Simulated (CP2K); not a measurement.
Consider mercaptoallene at its PBE geometry (Å).

```xyz
8

C    -1.5176    0.3242    0.3304
C    -0.3699   -0.2123   -0.0066
C     0.7812   -0.7448   -0.3385
S     2.3664    0.0505   -0.3552
H    -1.8777    0.2983    1.3626
H    -2.1594    0.8142   -0.4067
H     0.8441   -1.7895   -0.6521
H     1.9330    1.2595    0.0661
```

Method: CP2K XAS_TDP, all-electron GAPW, PBEh(45%), aug-cc-pVDZ, TDA, GW2X-corrected core level, ZORA, spin–orbit coupling.

**Question.** Predict the bright core excitations at the S L₂,₃ edge.

Leading lines: S4 167.26 eV. The leading line of an atom is its first one with 35 % of the strongest within 2.5 eV of its lowest line over the strength cut. Core ionisation energies at this level: S4 171.21/171.32/172.38 eV; the 2p½ level lies 1.12 eV above the 2p3/2 pair.

The first six lines of each atom with a strength over 0.0003:

```tsv
atom	energy (eV)	states	strength, one atom	above the computed threshold
S4 (bonded to C and H)	167.01	1	0.0015	
	167.26	1	0.0016	
	167.86	2	0.0009	
	167.99	1	0.0046	
	168.03	1	0.0008	
	168.06	1	0.0006
```

Lines are vertical, at one geometry, with no vibrational structure. GW2X ionisation energies and lines can be off by 1 to 2 eV either way, and a good line position may hide errors that cancel. Rydberg lines, and the discretised continuum above threshold, depend on the basis and the box.

[Banner, clock and machine lines of the logs are left out without a mark of their own.]

[Logs are printed without paths, hosts, clocks, repeated set-up lines and the standing remarks that a program may print on its own settings, such as how far it seeks lower states.]

[Hosts, paths, dates, database ids (printed as entryN), source tags and the programs' standing remarks are cut or masked in the printed files.]
